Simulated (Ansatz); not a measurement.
The compound is CaOsO3 (cubic perovskite) (Pm-3m).

The structure was built from a prototype and need not be the compound's stable phase.

```xyz
5
Lattice="0.0000 -3.8541 0.0000 0.0000 0.0000 3.8541 -3.8541 0.0000 0.0000" Properties=species:S:1:pos:R:3 pbc="T T T"
Ca    0.0000    0.0000    0.0000
Os   -1.9270   -1.9270    1.9270
O     0.0000   -1.9270    1.9270
O    -1.9270   -1.9270    0.0000
O    -1.9270    0.0000    1.9270
```

The structure was relaxed with LDA. The structure type comes from a generator and need not be one that this composition takes. The structure was generated from a model, not taken from a measurement. The runs that relaxed it are not among those shown. The program's search for lower electronic states was switched off, so nothing shows that the state found is the lowest. Spin-orbit coupling is left out unless a run names it. PAW set soft_2, made with PBE.

A constrained-RPA run (Ansatz 0.2.0; non-magnetic LDA; Os t2g, bands v2 to c1, 4×4×4 mesh, medium accuracy) builds 3 functions on bands 4.4 eV wide, with 4.0 electrons in the window. The bare on-site interaction is 10.9 eV and the bare J 0.35 eV.

**Question.** Estimate U, U′ and J.

On the Os t2g shell, U = 2.67 eV (25 % of the bare value), U′ = 2.10 eV, J = 0.25 eV.

The parent state is non-magnetic and the interaction static (zero frequency); U depends on the window and the orbitals, so it belongs to this model alone. Spin-orbit coupling, which is strong for atoms this heavy, is left out.

[Paths, hosts, dates, memory and timing lines, banners, echoed tables and standing remarks are left out of the program output.]

[Logs are printed without paths, hosts, clocks, repeated set-up lines and the standing remarks that a program may print on its own settings, such as how far it seeks lower states.]

[Runs of the session that timed out or met a known fault of the program may be left out.]

[Hosts, paths, dates, database ids (printed as entryN), source tags and the programs' standing remarks are cut or masked in the printed files.]
